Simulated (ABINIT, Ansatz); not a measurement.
## Converging GW for CaSnF4 (P4/mmm) in ABINIT

Wanted: a converged G0W0 gap of CaSnF4 (P4/mmm), or an estimate of the limit.

Method: LDA and many-body steps on it, plane waves, in ABINIT 10.8.3.

### 1. The structure

It takes space group P4/mmm (No. 123, tetragonal). The conventional cell has a = 4.005 Å, b = 4.005 Å, c = 5.780 Å, α = 90.00°, β = 90.00°, γ = 90.00°. Nearest to Ca lie 8 F at 2.42 Å. Sn has 8 F at 2.52 Å nearest. Nearest to F lie 2 Ca at 2.42 Å and 2 Sn at 2.52 Å. Farther neighbours and most contacts between anions are not listed.

Structure file:

```cif
data_structure
_symmetry_space_group_name_H-M 'P 1'
_symmetry_Int_Tables_number 1
_cell_length_a 4.0045
_cell_length_b 4.0045
_cell_length_c 5.7805
_cell_angle_alpha 90.000
_cell_angle_beta 90.000
_cell_angle_gamma 90.000
_cell_volume 92.70
loop_
_atom_site_label
_atom_site_type_symbol
_atom_site_fract_x
_atom_site_fract_y
_atom_site_fract_z
_atom_site_occupancy
Ca1 Ca 0.00000 0.00000 0.50000 1
Sn2 Sn 0.50000 0.50000 0.00000 1
F3 F 0.50000 0.00000 0.26574 1
F4 F 0.50000 0.00000 0.73426 1
F5 F 0.00000 0.50000 0.73426 1
F6 F 0.00000 0.50000 0.26574 1
```

The cell and positions are those that the Materials Project relaxed with its own functionals (PBE, PBE+U or r2SCAN), kept fixed.

### 2. Empty states on the mesh, 2×2×2 mesh, 198 bands

This step: ABINIT 10.8.3; DFT, LDA, plane waves, norm-conserving pseudopotentials.

The sums over transitions need many empty states on a uniform mesh; this step solves for them.

Input file run.abi:

```
acell 3*1.0 Angstrom
rprim 
  4.004548000000 0.000000000000 0.000000000000
  0.000000000000 4.004548000000 0.000000000000
  0.000000000000 0.000000000000 5.780467000000
ntypat 3
znucl 20 50 9
natom 6
typat 1 2 3 3 3 3
xred 
  0.000000000000 0.000000000000 0.500000000000
  0.500000000000 0.500000000000 0.000000000000
  0.500000000000 0.000000000000 0.265738000000
  0.500000000000 0.000000000000 0.734262000000
  0.000000000000 0.500000000000 0.734262000000
  0.000000000000 0.500000000000 0.265738000000
pp_dirpath "pseudos"
pseudos "Ca.upf, Sn.upf, F.upf"
ecut 38
ngkpt 2 2 2
nshiftk 1
shiftk 0 0 0
kptopt 1
chksymbreak 0
iscf -2
irdden 1
istwfk *1
nband 198
nbdbuf 18
tolwfr 1e-09
nstep 60
prtvol 0
indata_prefix "in"
outdata_prefix "out"
tmpdata_prefix "tmp"
```

On the command line:

```
$ OMP_NUM_THREADS=1 mpirun -n 4 abinit run.abi > log
```

Numbers of over 12 decimals in the logs are rounded to 6 here.

What it wrote:

```text
.Version 10.8.3 of ABINIT. v10.8.2 released Aug 2026.

 Symmetries : space group P4/m m m (#123); Bravais tP (primitive tetrag.)
[... echo of the input left out ...]
== DATASET  1 ==================================================================
-   mpi_nproc: 4, omp_nthreads: 1 (-1 if OMP is not activated)

--- !DatasetInfo
iteration_state: {dtset: 1, }
dimensions: {natom: 6, nkpt: 6, mband: 198, nsppol: 1, nspinor: 1, nspden: 1, mpw: 7027, }
cutoff_energies: {ecut:  38.0, pawecutdg:  -1.0, }
[...]
2.85254    2.85254    2.89061    2.90817    2.90817    2.91391    2.93738    2.94655
   2.94655    2.95799    2.95799    2.96751    2.96785    3.01031    3.01163    3.02245
   3.02745    3.03376    3.04695    3.05164    3.05183    3.08755
 prteigrs : prtvol=0 or 1, do not print more k-points.

== END DATASET(S) ==============================================================
================================================================================

 -outvars: echo values of variables after computation  --------
            nband         198
             nkpt           6
          spgroup         123
 [... the other variables as echoed above ...]

 Calculation completed.
```

Wall time 2.1 min (4 MPI ranks of Arm Neoverse V1, shared host); peak memory 0.46 GiB.

Numbers from this step:

| Item | Value |
| --- | --- |
| gap | 3.394 eV |
| k of the valence top | 0.5, 0, 0.5 |
| k of the conduction bottom | 0, 0, 0.5 |
| least direct gap | 3.849 eV |
| k points computed | 6 |
| lowest point of the top converged band, above the valence top | 72.9916 eV |

On this mesh the gap is 3.394 eV.

The density comes from a self-consistent run that is not shown.

### 3. Screening, 2×2×2 mesh, 48 bands, screening to 62.6 eV

The RPA dielectric matrix is built and inverted for each q.

This step: RPA screening on LDA, plane waves, norm-conserving pseudopotentials.

Edit run.abi of step 2 so:

```diff
@@ -24,10 +24,11 @@
 chksymbreak 0
-iscf -2
-irdden 1
 istwfk *1
-nband 198
-nbdbuf 18
-tolwfr 1e-09
-nstep 60
-prtvol 0
+occopt 1
+irdwfk 1
+optdriver 3
+nband 48
+ecuteps 2.3
+inclvkb 2
+awtr 1
+symchi 1
 indata_prefix "in"
```

What it wrote:

```text
.Version 10.8.3 of ABINIT. v10.8.2 released Aug 2026.

 Symmetries : space group P4/m m m (#123); Bravais tP (primitive tetrag.)
[... echo of the input left out ...]
== DATASET  1 ==================================================================
-   mpi_nproc: 4, omp_nthreads: 1 (-1 if OMP is not activated)

--- !DatasetInfo
iteration_state: {dtset: 1, }
dimensions: {natom: 6, nkpt: 6, mband: 48, nsppol: 1, nspinor: 1, nspden: 1, mpw: 7027, }
cutoff_energies: {ecut:  38.0, pawecutdg:  -1.0, }
electrons: {nelect:   6.00000000E+01, charge:   0.00000000E+00, occopt:   1.00000000E+00, tsmear:   1.00000000E-02, }

 SCREENING: Calculation of the susceptibility and dielectric matrices

 Based on a program developped by R.W. Godby, V. Olevano, G. Onida, and L. Reining.
 Incorporated in ABINIT by V. Olevano, G.-M. Rignanese, and M. Torrent.
.Using double precision arithmetic ; gwpc =  8

[... cell and pseudopotentials left out ...]
--------------------------------------------------------------------------------

 ==== K-mesh for the wavefunctions ====
 Number of points in the irreducible wedge :     6
[... list of points left out ...]
 Together with 16 symmetry operations and time-reversal symmetry
 yields     8 points in the full Brillouin Zone.

 ==== Q-mesh for the screening function ====
 Number of points in the irreducible wedge :     6
[... list of points left out ...]
 Together with 16 symmetry operations and time-reversal symmetry
 yields     8 points in the full Brillouin Zone.

 setmesh: FFT mesh size selected  =    27x   27x   40
          total number of points  =        29160

 vcoul_init : cutoff-mode = AUXILIARY_FUNCTION
 q-points for optical limit:   1
     1)      0.000010    0.000020    0.000030

- screening: taking advantage of time-reversal symmetry
- Maximum band index for partially occupied states nbvw = 30
- Remaining bands to be divided among processors   nbcw = 18
- Number of bands treated by each node ~4

 Number of electrons calculated from density =   60.0000; Expected =   60.0000
 average of density, n =  0.095915
 r_s =    1.3552
 omega_plasma =   29.8743 [eV]

 calculating chi0 at frequencies [eV] :
  1    0.000000E+00    0.000000E+00
  2    0.000000E+00    2.987432E+01

--------------------------------------------------------------------------------
  q-point number  1        q = ( 0.000000, 0.000000, 0.000000) [r.l.u.]
--------------------------------------------------------------------------------
[... chi0 elements left out ...]
 For q-point:  0.000010 0.000020 0.000030
  dielectric constant =   2.9290
  dielectric constant without local fields =   3.3639

  Average fulfillment of the sum rule on Im[epsilon] for q-point    1 :     14.92  [%]
[... wings left out ...]
  q-point number  2        q = ( 0.500000, 0.000000, 0.000000) [r.l.u.]
--------------------------------------------------------------------------------
[... chi0 elements left out ...]
  Average fulfillment of the sum rule on Im[epsilon] for q-point    2 :     18.70  [%]

 [... 4 further q-points ...]
```

The job ended after 11 s (4 MPI ranks; peak memory 0.84 GiB; 43 s of CPU time).

This step gave:

```yaml
eps_infinity_with_local_fields_on_this_mesh_along_the_program_s_q_direction: 2.929
the_same_without_local_fields: 3.364
plasma_frequency: 29.87 eV
plane_waves_in_the_screening_matrix: 107
```

Local fields lower ε∞ by 13 %. On a Γ-centred mesh this coarse the value itself is usually too large, while a short band sum pulls it down.

### 4. 48 bands, 62.6 eV

The self-energy is evaluated for the states that the input lists, and the levels follow from it, in one-shot runs by the linearised quasiparticle equation.

This step: G0W0 on LDA, plane waves, norm-conserving pseudopotentials.

Edit run.abi of step 3 so:

```diff
@@ -27,8 +27,21 @@
 irdwfk 1
-optdriver 3
+optdriver 4
 nband 48
+gwcalctyp 0
+ecutsigx 38
+symsigma 1
+nkptgw 4
+kptgw 
+  0.5000000000 0.0000000000 0.5000000000
+  0.0000000000 0.0000000000 0.5000000000
+  0.5000000000 0.0000000000 0.0000000000
+  0.0000000000 0.0000000000 0.0000000000
+bdgw 
+  29 32
+  28 33
+  29 32
+  29 32
 ecuteps 2.3
-inclvkb 2
-awtr 1
-symchi 1
+irdscr 1
+ppmodel 1
 indata_prefix "in"
```

What it wrote:

```text
.Version 10.8.3 of ABINIT. v10.8.2 released Aug 2026.

 Symmetries : space group P4/m m m (#123); Bravais tP (primitive tetrag.)
[... echo of the input left out ...]
== DATASET  1 ==================================================================
-   mpi_nproc: 4, omp_nthreads: 1 (-1 if OMP is not activated)

--- !DatasetInfo
iteration_state: {dtset: 1, }
dimensions: {natom: 6, nkpt: 6, mband: 48, nsppol: 1, nspinor: 1, nspden: 1, mpw: 7027, }
cutoff_energies: {ecut:  38.0, pawecutdg:  -1.0, }
electrons: {nelect:   6.00000000E+01, charge:   0.00000000E+00, occopt:   1.00000000E+00, tsmear:   1.00000000E-02, }

 SIGMA: Calculation of the GW corrections

 Based on a program developped by R.W. Godby, V. Olevano, G. Onida, and L. Reining.
 Incorporated in ABINIT by V. Olevano, G.-M. Rignanese, and M. Torrent.
.Using double precision arithmetic ; gwpc =  8

[... cell and pseudopotentials left out ...]
--------------------------------------------------------------------------------

 ==== K-mesh for the wavefunctions ====
 Number of points in the irreducible wedge :     6
[... list of points left out ...]
 Together with 16 symmetry operations and time-reversal symmetry
 yields     8 points in the full Brillouin Zone.

 ==== Q-mesh for screening function ====
 Number of points in the irreducible wedge :     6
[... list of points left out ...]
 Together with 16 symmetry operations and time-reversal symmetry
 yields     8 points in the full Brillouin Zone.

 vcoul_init : cutoff-mode = AUXILIARY_FUNCTION
 q-points for optical limit:   1
     1)      0.000010    0.000020    0.000030
 setmesh: FFT mesh size selected  =    45x   45x   64
          total number of points  =       129600

 Number of electrons calculated from density =   60.0000; Expected =   60.0000
 average of density, n =  0.095915
 r_s =    1.3552
 omega_plasma =   29.8743 [eV]

 === KS Band Gaps ===
  >>>> For spin  1
   Minimum direct gap =   3.8492 [eV], located at k-point      :   0.5000  0.0000  0.0000
   Fundamental gap    =   3.3939 [eV], Top of valence bands at :   0.5000  0.5000  0.5000
                                       Bottom of conduction at :   0.0000  0.0000  0.5000
 SIGMA fundamental parameters:
 PLASMON POLE MODEL  1
 number of plane-waves for SigmaX                 7027
 number of plane-waves for SigmaC and W            107
 number of plane-waves for wavefunctions          7027
 number of bands                                    48
 number of independent spin polarizations            1
 number of spinorial components                      1
 number of k-points in IBZ                           6
 number of q-points in IBZ                           6
 number of symmetry operations                      16
 number of k-points in BZ                            8
 number of q-points in BZ                            8
 number of frequencies for dSigma/dE                 9
 frequency step for dSigma/dE [eV]                0.25
 number of omega for Sigma on real axis              0
 max omega for Sigma on real axis  [eV]           0.00
 zcut for avoiding poles [eV]                     0.10

 EPSILON^-1 parameters (SCR file):
 dimension of the eps^-1 matrix on file            107
 dimension of the eps^-1 matrix used               107
 number of plane-waves for wavefunctions          7027
 number of bands                                    48
 number of q-points in IBZ                           6
 number of frequencies                               2
 number of real frequencies                          1
 number of imag frequencies                          1

 matrix elements of self-energy operator (all in [eV])

 Perturbative Calculation

--- !SelfEnergy_ee
iteration_state: {dtset: 1, }
kpoint     : [   0.500,    0.000,    0.500, ]
spin       : 1
KS_gap     :    4.157
QP_gap     :    6.906
Delta_QP_KS:    2.749
data: !SigmaeeData |
     Band     E0 <VxcDFT>   SigX SigC(E0)      Z dSigC/dE  Sig(E)    E-E0       E
       29  -0.081 -21.463 -28.749   5.441   0.757  -0.321 -22.860  -1.397  -1.478
       30   2.925 -20.540 -24.366   3.192   0.809  -0.235 -21.053  -0.513   2.412
       31   7.082 -14.246 -10.027  -1.594   0.852  -0.174 -12.010   2.236   9.318
       32   8.382 -14.190  -9.402  -1.770   0.849  -0.177 -11.626   2.564  10.946

--- !SelfEnergy_ee
iteration_state: {dtset: 1, }
kpoint     : [   0.000,    0.000,    0.500, ]
spin       : 1
KS_gap     :    4.085
QP_gap     :    7.060
Delta_QP_KS:    2.975
data: !SigmaeeData |
     Band     E0 <VxcDFT>   SigX SigC(E0)      Z dSigC/dE  Sig(E)    E-E0       E
       28   0.477 -22.346 -29.642   5.474   0.761  -0.315 -23.732  -1.385  -0.908
       29   0.477 -22.346 -29.642   5.474   0.761  -0.315 -23.732  -1.385  -0.908
[...]
--- !SelfEnergy_ee
iteration_state: {dtset: 1, }
kpoint     : [   0.500,    0.000,    0.000, ]
spin       : 1
KS_gap     :    3.849
QP_gap     :    6.661
Delta_QP_KS:    2.811
data: !SigmaeeData |
     Band     E0 <VxcDFT>   SigX SigC(E0)      Z dSigC/dE  Sig(E)    E-E0       E
[...]
--- !SelfEnergy_ee
iteration_state: {dtset: 1, }
kpoint     : [   0.000,    0.000,    0.000, ]
spin       : 1
KS_gap     :    6.275
QP_gap     :    9.558
Delta_QP_KS:    3.282
data: !SigmaeeData |
     Band     E0 <VxcDFT>   SigX SigC(E0)      Z dSigC/dE  Sig(E)    E-E0       E
[...]
30   1.154 -17.153 -20.513   2.694   0.822  -0.217 -17.700  -0.547   0.607
       31   7.430 -12.544  -7.458  -1.930   0.867  -0.154  -9.809   2.735  10.165
       32   8.818 -12.353  -6.024  -2.592   0.850  -0.177  -9.177   3.176  11.994

== END DATASET(S) ==============================================================
================================================================================

 -outvars: echo values of variables after computation  --------
           etotal      0.0000000000E+00
            nband          48
             nkpt           6
          spgroup         123
 [... the other variables as echoed above ...]

 Calculation completed.
```

Run time: 6.3 s. Hardware: 4 MPI ranks; peak memory 0.81 GiB; 25 s of CPU time.

This step gave:

* G0W0 gap on the mesh: 6.268 eV
* starting gap on the mesh: 3.394 eV
* k of the valence top: 0.5, 0, 0.5
* k of the conduction bottom: 0, 0, 0.5
* Z at the valence top: 0.809
* Z at the conduction bottom: 0.866
* least direct G0W0 gap on the computed points: 6.661 eV

The gap on the mesh goes from 3.39 eV to 6.27 eV, a correction of +2.87 eV.

### 5. Screening, 2×2×2 mesh, 91 bands, screening to 114.3 eV

This step: RPA screening on LDA, plane waves, norm-conserving pseudopotentials.

Edit run.abi of step 4 so:

```diff
@@ -27,21 +27,8 @@
 irdwfk 1
-optdriver 4
-nband 48
-gwcalctyp 0
-ecutsigx 38
-symsigma 1
-nkptgw 4
-kptgw 
-  0.5000000000 0.0000000000 0.5000000000
-  0.0000000000 0.0000000000 0.5000000000
-  0.5000000000 0.0000000000 0.0000000000
-  0.0000000000 0.0000000000 0.0000000000
-bdgw 
-  29 32
-  28 33
-  29 32
-  29 32
-ecuteps 2.3
-irdscr 1
-ppmodel 1
+optdriver 3
+nband 91
+ecuteps 4.2
+inclvkb 2
+awtr 1
+symchi 1
 indata_prefix "in"
```

What it wrote:

```text
.Version 10.8.3 of ABINIT. v10.8.2 released Aug 2026.

 Symmetries : space group P4/m m m (#123); Bravais tP (primitive tetrag.)
[... echo of the input left out ...]
== DATASET  1 ==================================================================
-   mpi_nproc: 4, omp_nthreads: 1 (-1 if OMP is not activated)

--- !DatasetInfo
iteration_state: {dtset: 1, }
dimensions: {natom: 6, nkpt: 6, mband: 91, nsppol: 1, nspinor: 1, nspden: 1, mpw: 7027, }
cutoff_energies: {ecut:  38.0, pawecutdg:  -1.0, }
electrons: {nelect:   6.00000000E+01, charge:   0.00000000E+00, occopt:   1.00000000E+00, tsmear:   1.00000000E-02, }

 SCREENING: Calculation of the susceptibility and dielectric matrices

 Based on a program developped by R.W. Godby, V. Olevano, G. Onida, and L. Reining.
 Incorporated in ABINIT by V. Olevano, G.-M. Rignanese, and M. Torrent.
.Using double precision arithmetic ; gwpc =  8

[... cell and pseudopotentials left out ...]
--------------------------------------------------------------------------------

 ==== K-mesh for the wavefunctions ====
 Number of points in the irreducible wedge :     6
[... list of points left out ...]
 Together with 16 symmetry operations and time-reversal symmetry
 yields     8 points in the full Brillouin Zone.

 ==== Q-mesh for the screening function ====
 Number of points in the irreducible wedge :     6
[... list of points left out ...]
 Together with 16 symmetry operations and time-reversal symmetry
 yields     8 points in the full Brillouin Zone.

 setmesh: FFT mesh size selected  =    27x   27x   45
          total number of points  =        32805

 vcoul_init : cutoff-mode = AUXILIARY_FUNCTION
 q-points for optical limit:   1
     1)      0.000010    0.000020    0.000030

- screening: taking advantage of time-reversal symmetry
- Maximum band index for partially occupied states nbvw = 30
- Remaining bands to be divided among processors   nbcw = 61
- Number of bands treated by each node ~15

 Number of electrons calculated from density =   60.0000; Expected =   60.0000
 average of density, n =  0.095915
 r_s =    1.3552
 omega_plasma =   29.8743 [eV]

 calculating chi0 at frequencies [eV] :
  1    0.000000E+00    0.000000E+00
  2    0.000000E+00    2.987432E+01

--------------------------------------------------------------------------------
  q-point number  1        q = ( 0.000000, 0.000000, 0.000000) [r.l.u.]
--------------------------------------------------------------------------------
[... chi0 elements left out ...]
 For q-point:  0.000010 0.000020 0.000030
  dielectric constant =   3.0690
  dielectric constant without local fields =   3.5609

  Average fulfillment of the sum rule on Im[epsilon] for q-point    1 :     34.24  [%]
[... wings left out ...]
  q-point number  2        q = ( 0.500000, 0.000000, 0.000000) [r.l.u.]
--------------------------------------------------------------------------------
[... chi0 elements left out ...]
  Average fulfillment of the sum rule on Im[epsilon] for q-point    2 :     39.00  [%]

 [... 4 further q-points ...]
```

It took 29 s on 4 MPI ranks; peak memory 1.1 GiB.

Numbers from this step:

| Quantity | Value |
| --- | --- |
| ε∞ with local fields, on this mesh, along the program's q direction | 3.069 |
| the same without local fields | 3.561 |
| plasma frequency | 29.87 eV |
| plane waves in the screening matrix | 255 |

[end of part 1 of 2]

[Paths, hosts, dates, memory and timing lines, banners, echoed tables and standing remarks are left out of the program output.]

[Logs are printed without paths, hosts, clocks, repeated set-up lines and the standing remarks that a program may print on its own settings, such as how far it seeks lower states.]

[Runs of the session that timed out or met a known fault of the program may be left out.]

[Hosts, paths, dates, database ids (printed as entryN), source tags and the programs' standing remarks are cut or masked in the printed files.]

[G0W0 gaps are taken among the corrected bands and points alone; a level outside them can change the order at an edge.]

[Where Ansatz stands beside ABINIT at settings called matched, ABINIT's density can come from a denser mesh and the files from another edition; pairs whose starting gaps differed by over 0.03 eV were left out, so agreement reads better than it is.]
